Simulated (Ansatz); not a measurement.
**BP (F-43m):Br_P, thermodynamic levels from a 54-atom cell**

Aim: at which Fermi levels does Br_P in BP (F-43m) change its charge? The model is a cell of 54 host atoms with 1 P taken out and 1 Br put in.

Program: Ansatz 0.2.0. Level of theory: place-levels on r2SCAN runs: charge-transition levels and formation energies with image-charge correction and potential alignment at the atomic sites; PAW set soft_1. Results are calculated unless marked as measured.

## 1. The starting structure

The cell holds 54 atoms: 27 B, 26 P and 1 Br. Cell: a = 9.623 Å, b = 9.623 Å, c = 9.623 Å, α = 60.0°, β = 60.0°, γ = 60.0°. It derives from BP (space group F-43m). Nearest the centre at fractional (0.250, 0.583, 0.583): Br10 at 0.00 Å, B35 at 1.96 Å, B29 at 1.96 Å, B17 at 1.96 Å, B33 at 1.96 Å, P28 at 3.21 Å, P14 at 3.21 Å, P6 at 3.21 Å.

Known beforehand: the electronic dielectric constant, 9.31, and the static one, 9.42, computed on the host (DFPT, PBEsol, on the r2SCAN cell), and a cell off the functional's own equilibrium shifts the ionic part.

The cell's shortest repeat is 9.6 Å.

## 2. The runs of each charge state

A transition level is the Fermi level at which two charge states cost the same, so each charge needs its own total energy, at its own relaxed structure.

Random displacements of about 0.05 Å break the site symmetry at the start, so that the relaxation can reach a distorted minimum if there is one. Forces are taken on a 2×2×2 shifted mesh. The cell holds 1 electron more than the neutral one, with a uniform background that keeps it neutral on the whole. The electron count is odd, so at least one spin is unpaired; this run locks the moment at 1 μB.

The sampling was tested on the host first: at the k-points planned (1x1x1 shifted 0.25 0.25 0.25) its energy lies 0.152 eV an atom from the dense-mesh value, so the final energies take a denser sampling.

One state's input; the others differ in charge, spin, start and seed, and in occupations where the table says so.

qm1_M1.relax/input.yaml

```yaml
crystal:
  lattice:
    - [0.0, 6.80455623, 6.80455623]
    - [6.80455623, 0.0, 6.80455623]
    - [6.80455623, 6.80455623, 0.0]
  atoms:
    - { symbol: B, position: [0.0, 0.0, 0.0] }
    - { symbol: P, position: [0.25, 0.25, 0.25] }
[... 1 atom line left out ...]
    - { symbol: P, position: [0.25, 0.25, 0.58333333] }
[... 1 atom line left out ...]
    - { symbol: P, position: [0.25, 0.25, 0.91666667] }
[... 1 atom line left out ...]
    - { symbol: P, position: [0.25, 0.58333333, 0.25] }
[... 1 atom line left out ...]
    - { symbol: Br, position: [0.25, 0.58333333, 0.58333333] }
[... 1 atom line left out ...]
    - { symbol: P, position: [0.25, 0.58333333, 0.91666667] }
[... 1 atom line left out ...]
    - { symbol: P, position: [0.25, 0.91666667, 0.25] }
[... 1 atom line left out ...]
    - { symbol: P, position: [0.25, 0.91666667, 0.58333333] }
    - { symbol: B, position: [0.0, 0.66666667, 0.66666667] }
[... 4 atom lines left out ...]
    - { symbol: P, position: [0.58333333, 0.25, 0.58333333] }
[... 2 atom lines left out ...]
    - { symbol: B, position: [0.33333333, 0.33333333, 0.0] }
    - { symbol: P, position: [0.58333333, 0.58333333, 0.25] }
[... 1 atom line left out ...]
    - { symbol: P, position: [0.58333333, 0.58333333, 0.58333333] }
    - { symbol: B, position: [0.33333333, 0.33333333, 0.66666667] }
[... 3 atom lines left out ...]
    - { symbol: B, position: [0.33333333, 0.66666667, 0.33333333] }
[... 1 atom line left out ...]
    - { symbol: B, position: [0.33333333, 0.66666667, 0.66666667] }
[... 10 atom lines left out ...]
    - { symbol: P, position: [0.91666667, 0.58333333, 0.58333333] }
    - { symbol: B, position: [0.66666667, 0.33333333, 0.66666667] }
    - { symbol: P, position: [0.91666667, 0.58333333, 0.91666667] }
[... 2 atom lines left out ...]
    - { symbol: B, position: [0.66666667, 0.66666667, 0.33333333] }
    - { symbol: P, position: [0.91666667, 0.91666667, 0.58333333] }
[... 1 atom line left out ...]
    - { symbol: P, position: [0.91666667, 0.91666667, 0.91666667] }
  host:
    repeats: [3, 3, 3]
    atoms:
      - { symbol: B, position: [0.0, 0.0, 0.0] }
      - { symbol: P, position: [0.75, 0.75, 0.75] }
total_charge: -1
basis:
  ecutwfc: 500
  xc_grid: 2
hamiltonian:
  xc: r2scan
  pseudopotentials: { kind: paw, azcp: { folder: soft_1 } }
kpoints:
  mp_grid: { grid: [2, 2, 2], shift: [0.5, 0.5, 0.5] }
magnetization:
  spin_polarized: true
  initial_magnetization: 1
  spin_locking: { lock_magnetization: hard }
scf:
  occupations: { method: fixed }
  max_iter: 100
output:
  forces: true
  charged_corrections:
    epsilon: 9.31
    static_epsilon: 9.42
    defect_position: [0.25, 0.583333, 0.583333]
relax:
  f_tol: 0.02
  max_steps: 80
  random_displacement: { amplitude: 0.05, seed: 2649 }
checkpoint:
  write: "../qm1_M1.relax.run"
  compress: false
  write_wavefunctions: true
  write_every: 100000
```

Run with:

```
$ ansatz run input.yaml --threads 4 --pin off --max-ram 7536MiB --backend cpu --events-out ev --progress --plain --runs-dir out
```

The run of this state that the levels use, under r2SCAN:

qm1_M1.point/input.yaml

```yaml
crystal:
  checkpoint: "../qm1_M1.relax.run"
  host: checkpoint
total_charge: -1
basis:
  ecutwfc: 500
  xc_grid: 2
hamiltonian:
  xc: r2scan
  pseudopotentials: { kind: paw, azcp: { folder: soft_1 } }
kpoints:
  mp_grid: { grid: [2, 2, 2], shift: [0.5, 0.5, 0.5] }
magnetization:
  spin_polarized: true
  initial_magnetization: 1
  spin_locking: { lock_magnetization: hard }
scf:
  occupations: { method: fixed }
  max_iter: 100
output:
  forces: true
  eigenvalues: true
  charged_corrections:
    epsilon: 9.31
    static_epsilon: 9.42
    defect_position: [0.25, 0.583333, 0.583333]
  eigenstates: { localisation: true }
  populations: true
  efg: {}
checkpoint:
  read: "../qm1_M1.relax.run"
  write: "../qm1_M1.point.run"
  compress: false
  write_wavefunctions: false
  write_every: 100000
```

Relaxations under r2SCAN at a 2×2×2 shifted mesh; times on 4 threads of Arm Neoverse V1, shared host:

```
charge  moment (μB)  occupations    outcome  steps  largest displacement against the far atoms (Å)     time
    −1            1        fixed  converged      9                                            0.35  9.5 min
     0            0        fixed  converged      7                                            0.30    3 min
    +1            1        fixed  converged      7                                            0.28  7.8 min
    +2            0        fixed  converged      5                                            0.24  2.4 min
     0            2        fixed  converged      8                                            0.37  9.1 min
```

Single points under r2SCAN at a 2×2×2 shifted mesh; times on 4 threads of Arm Neoverse V1, shared host:

```
charge  moment (μB)  occupations    outcome  time
    −1            1        fixed  converged  54 s
     0            0        fixed  converged  27 s
    +1            1        fixed  converged  55 s
    +2            0        fixed  converged  24 s
     0            2        fixed  converged  82 s
```

Distances (Å) from Br10 to the nearest atoms after relaxation with r2SCAN:

```
charge  moment (μB)      1.      2.      3.      4.      5.      6.
    −1            1  B 2.17  B 2.17  B 2.17  B 2.52  P 3.07  P 3.07
     0            0  B 2.18  B 2.26  B 2.26  B 2.27  P 3.22  P 3.22
     0            2  B 2.15  B 2.15  B 2.15  B 2.51  P 3.09  P 3.09
    +1            1  B 2.18  B 2.24  B 2.24  B 2.24  P 3.23  P 3.23
    +2            0  B 2.20  B 2.20  B 2.20  B 2.20  P 3.24  P 3.24
```

## 3. Levels against the band edges, r2SCAN

A charged cell interacts with its images and the background, and its potential has another zero than the host's. place-levels removes the first by a point-charge model, screened by the static dielectric constant since the ions have relaxed around the charge, and the second by comparing potentials at atoms far from the defect.

The host is a run of the defect-free crystal in the same cutoffs, grids and k-points, so that basis and sampling errors cancel in part in the differences. The host is run in a cell of 2 atoms on a matching mesh. Its band edges are searched through the zone by a band path, so the gap is smaller than, or equal to, that on the mesh. Chemical potentials are energies per atom of P (black phosphorus) and Br (solid Br2 (Cmce)), run with the same functional and cutoff.

levels.point.yaml

```yaml
host:
  run: host.point.run
states: [qm1_M1.point.run, q0.point.run, qp1_M1.point.run, qp2.point.run, q0_M2.point.run]
geometry_from:
  qm1_M1.point.run: qm1_M1.relax.run
  q0.point.run: q0.relax.run
  qp1_M1.point.run: qp1_M1.relax.run
  qp2.point.run: qp2.relax.run
  q0_M2.point.run: q0_M2.relax.run
  host.point.run: host.relax.run
chemical_potentials:
  P:
    energy: -759.166194
    dataset: "<sha256 of the dataset>"
  Br:
    energy: -2792.869391
    dataset: "<sha256 of the dataset>"
epsilon: 9.31
static_epsilon: 9.42
vertical:
  - { from: qm1_M1.point.run, to: qm1_M1.point_neutral.run }
  - { from: qp1_M1.point.run, to: qp1_M1.point_neutral.run }
  - { from: qp2.point.run, to: qp2.point_neutral.run }
```

Run with:

```
$ ansatz place-levels levels.point.yaml -- --threads 4 --pin off --max-ram 7536MiB
```

Numbers of over 12 decimals in the logs are rounded to 6 here.

The program printed:

```text
[... repeated set-up lines and file paths are left out, and long positions are rounded to six places ...]
(+2/+1) 0.483 eV above the valence edge, 0.924 eV under the conduction edge
(+1/0) 1.092 eV above the valence edge, 0.315 eV under the conduction edge
(0/-1) 1.576 eV above the valence edge (+1.727 eV without the band-filling correction), in the conduction band
formation energy of charge +2: +4.295 eV with the Fermi level at the valence edge
formation energy of charge +1: +4.778 eV with the Fermi level at the valence edge
formation energy of charge 0: +5.870 eV with the Fermi level at the valence edge
formation energy of charge -1: +7.446 eV with the Fermi level at the valence edge
vertical -1 to 0: no energy, since no alignment is typed
  the change from vertical[0].from (qm1_M1.point.run) to vertical[0].to (qm1_M1.point_neutral.run): by its spins about the atoms it stands at 0.329 0.663 0.662, with an rms radius of about 2.4 Å (1.4 1.4 1.4 Å across the planes of the cell's vectors); [...]
vertical +1 to 0: no energy, since no alignment is typed
  the change from vertical[1].from (qp1_M1.point.run) to vertical[1].to (qp1_M1.point_neutral.run): by its potential at epsilon 9.31 it stands at 0.266 0.600 0.600, with an rms radius of about 3.6 Å (2.1 2.1 2.1 Å across the planes of the cell's vectors); [...]
vertical +2 to 0: no energy, since no alignment is typed
  the change from vertical[2].from (qp2.point.run) to vertical[2].to (qp2.point_neutral.run): by its potential at epsilon 9.31 it stands at 0.271 0.604 0.604, with an rms radius of about 3.3 Å (1.9 1.9 1.9 Å across the planes of the cell's vectors); [...]
  edges by r2scan, gap 1.407 eV; the host is sampled to repeats of 19.25 Å
  the defect's cells are sampled to repeats of 19.25 Å, like sampling
  charge +2: -26798.4581 eV with its correction of +1.129 eV, at epsilon 9.42, aligned at sites: +0.0494 eV, mean over 19 atomic sites at or beyond 4.81 Å from the defect at [0.2500, 0.5833, 0.5833], with +0.000000 for the charge's moments and without [...]
  charge +1: -26788.7452 eV with its correction of +0.343 eV, at epsilon 9.42, aligned at sites: +0.0855 eV, mean over 19 atomic sites at or beyond 4.81 Å from the defect at [0.2500, 0.5833, 0.5833], with +0.000000 for the charge's moments and without [...]
  charge 0: +0.000 eV for its dipole among its images, +0.000 omitted
  charge -1: -26767.4677 eV with its correction of +0.070 eV, at epsilon 9.42, aligned at sites: +0.1873 eV, mean over 19 atomic sites at or beyond 4.81 Å from the defect at [0.2500, 0.5833, 0.5833], with +0.000000 for the charge's moments and without [...]
  charge 0: states[4] (q0_M2.point.run) stands 0.170 eV higher, with a moment of 2.00 μB against 0.00
  of states[3] (qp2.point.run): it parts from the run at its places by a charge that spreads by about 1.9 Å along one vector (1.4 Å or more is wide), by its potential at epsilon 9.31, taken for that of held ions (one typed too small widens it), where the cell [...]
  of states[2] (qp1_M1.point.run): it parts from the run at its places by a charge that spreads by about 2.1 Å along one vector (1.4 Å or more is wide), by its potential at epsilon 9.31, taken for that of held ions (one typed too small widens it), where the [...]
  of states[0] (qm1_M1.point.run): it parts from the run at its places by a charge that spreads by about 1.4 Å along one vector (1.4 Å or more is wide), by the spins about the atoms, where the cell does not tell a trapped carrier from a band state. [...]
  of states[4] (q0_M2.point.run): stability_check_not_made
  of vertical[0].from (qm1_M1.point.run): stability_check_not_made; [...]
  of vertical[1].from (qp1_M1.point.run): stability_check_not_made; [...]
  of vertical[2].from (qp2.point.run): it parts from the run at its places by a charge that spreads by about 1.9 Å along one vector (1.4 Å or more is wide), by its potential at epsilon 9.31, taken for that of held ions (one typed too small widens it), where [...]
```

The job ended after 0.51 s (4 threads of Arm Neoverse V1, shared host).

Levels between the charges placed, in eV above the valence top:

```
        gap (eV)  (+2/+1)  (+1/0)  (0/−1)
r2SCAN      1.41     0.48    1.09    1.58
```

Corrections by state:

```
charge  moment (μB)  image terms and alignment (eV)  band filling (eV)  ε used  over the lowest of its charge, as the program ranks them, band filling apart (eV)
    +2          0.0                           1.129                  -    9.42                                                                              0.000
    +1          1.0                           0.343                  -    9.42                                                                              0.000
     0          0.0                           0.000                  -       -                                                                              0.000
    −1          1.0                           0.070             -0.151    9.42                                                                              0.000
     0          2.0                           0.000                  -       -                                                                              0.170
```

The charged structures listed were also run neutral, and place-levels reads from each pair, by the potential or the spins, how wide the charge is by which they differ; that can be the carrier of either run.

```
charge  rms radius (Å)  spread where it is widest against the cell (Å)  wide from (Å)  reading
    +2             3.3                                            1.89           1.36     wide
    +1             3.6                                            2.11           1.36     wide
    −1             2.4                                            1.40           1.36     wide
```

The neutral runs of these pairs need not share the spin of the lowest neutral state, and very wide values only mean spread over the cell.

From the program's caveats on the states, each cut to its opening words:

- charge +2: it parts from the run at its places by a charge that spreads by about 1.9 Å along one vector (1.4 Å or more is wide), by its potential at epsilon 9.31, taken [...]
- charge +2: its alignment with the host at atomic sites is doubtful: the mean over the far sites moves by -0.1383 eV from their farther parts to their nearer, more than [...]
- charge +1 (1 μB): it parts from the run at its places by a charge that spreads by about 2.1 Å along one vector (1.4 Å or more is wide), by its potential at epsilon 9.31, taken [...]
- charge +1 (1 μB): its alignment with the host at atomic sites is doubtful: the mean over the far sites moves by -0.0561 eV from their farther parts to their nearer, more than [...]
- charge +1 (1 μB), −1 (1 μB), 0 (2 μB): flagged: stability check not made
- charge −1 (1 μB): it parts from the run at its places by a charge that spreads by about 1.4 Å along one vector (1.4 Å or more is wide), by the spins about the atoms, where the [...]
- charge −1 (1 μB): a band-filling correction moves a carrier to the host's band edge, which changes its energy by -0.151 eV
- charge −1 (1 μB): its alignment with the host at atomic sites is doubtful: the mean over the far sites moves by +0.0502 eV from their farther parts to their nearer, more than [...]

The host's formation energy from the elements is -0.484 eV per atom; it sets how far the chemical potentials can move.

Limit set by the element alone; other compounds of these elements are not counted. Chemical potentials from the elements' reference states: B 0.00 eV, P -0.97 eV, Br 0.00 eV. Formation energies (B-rich), with the Fermi level at the valence top and at the conduction bottom (gap 1.41 eV):

```
charge  at valence top (eV)  at conduction bottom (eV)  correction included (eV)
    +2                 3.33                       6.14                      1.13
    +1                 3.81                       5.22                      0.34
     0                 4.90                       4.90                      0.00
    −1                 6.48                       5.07                     -0.08
```

| Fermi level (eV) | lowest formation energy (eV) |
| --- | --- |
| 0.00 | 3.33 |
| 0.13 | 3.58 |
| 0.26 | 3.84 |
| 0.38 | 4.09 |
| 0.51 | 4.32 |
| 0.64 | 4.45 |
| 0.77 | 4.58 |
| 0.90 | 4.71 |
| 1.02 | 4.83 |
| 1.15 | 4.90 |
| 1.28 | 4.90 |
| 1.41 | 4.90 |

Limit set by the element alone; other compounds of these elements are not counted. Chemical potentials from the elements' reference states: P 0.00 eV, B -0.97 eV, Br 0.00 eV. Formation energy by charge state (P-rich; gap 1.41 eV):

```
charge  at valence top (eV)  at conduction bottom (eV)  correction included (eV)
    +2                 4.29                       7.11                      1.13
    +1                 4.78                       6.19                      0.34
     0                 5.87                       5.87                      0.00
    −1                 7.45                       6.04                     -0.08
```

Fermi level (eV), lowest formation energy (eV) and a bar from the least value:
```
     0.00       4.29 
     0.13       4.55 #####
     0.26       4.81 ##########
     0.38       5.06 ###############
     0.51       5.29 ###################
     0.64       5.42 #####################
     0.77       5.55 ########################
     0.90       5.67 ##########################
     1.02       5.80 #############################
     1.15       5.87 ##############################
     1.28       5.87 ##############################
     1.41       5.87 ##############################
```

## 4. Outcome

| Item | Value |
| --- | --- |
| gap of the host | 1.41 eV (r2SCAN) |
| level (plus 2/plus 1) | 0.48 eV above the valence top |
| level (plus 1/0) | 1.09 eV above the valence top |
| level (0/minus 1) | 1.58 eV above the valence top, past the conduction bottom (1.73 eV above the valence top without the band-filling term) |
| lowest of the charges placed, just above the valence top (0.02 eV) | +2 |
| lowest of the charges placed, just below the conduction bottom (0.02 eV) | 0 |
| lowest formation energy at mid-gap of the charges run, B-rich | 4.51 eV |
| lowest formation energy at mid-gap of the charges run, P-rich | 5.48 eV |

**Reading.** Of the charges placed (−1, 0, +1 and +2), the lowest changes at 0.48 eV (+2/+1) and 1.09 eV (+1/0) above the valence top, in a gap of 1.41 eV. (+2/+1) and (+1/0) lie nearer to a band edge than the share of the finite-size correction in them (0.79 and 0.34 eV), and that correction holds for a localised charge alone. Charges above +2 were not placed, so these runs say nothing of levels that involve them. States placed: +2 at 0 μB; +1 at 1 μB; 0 at 0 μB and 2 μB; −1 at 1 μB. Other spin states or structures, where not listed, weren't placed. The program finds carriers beyond a band edge of the host and adds a band-filling term at charge −1 (-0.15 eV); steps to such a charge show no bound level, and a defect level inside a band would be read the same way. Br is taken at its element; compounds, which aren't counted here, bound the chemical potentials and would shift these formation energies. The program doubts the alignment of potentials for at least one state, a sign that the cell is small. Keep in mind: r2SCAN makes the gap too small and tends to spread out bound carriers.

[Logs are printed without paths, hosts, clocks, repeated set-up lines and the standing remarks that a program may print on its own settings, such as how far it seeks lower states.]

[Hosts, paths, dates, database ids (printed as entryN), source tags and the programs' standing remarks are cut or masked in the printed files.]

[Where a table of states has a column of steps, it counts the stored structures, which are thinned; the runs took as many ionic steps or more.]

[A defect's name tells the site on which it was built; relaxed atoms can leave that site.]

[For some hosts the program warned that the k-mesh of the response run may be too coarse for force constants and the static dielectric constant; such warnings are not shown here.]
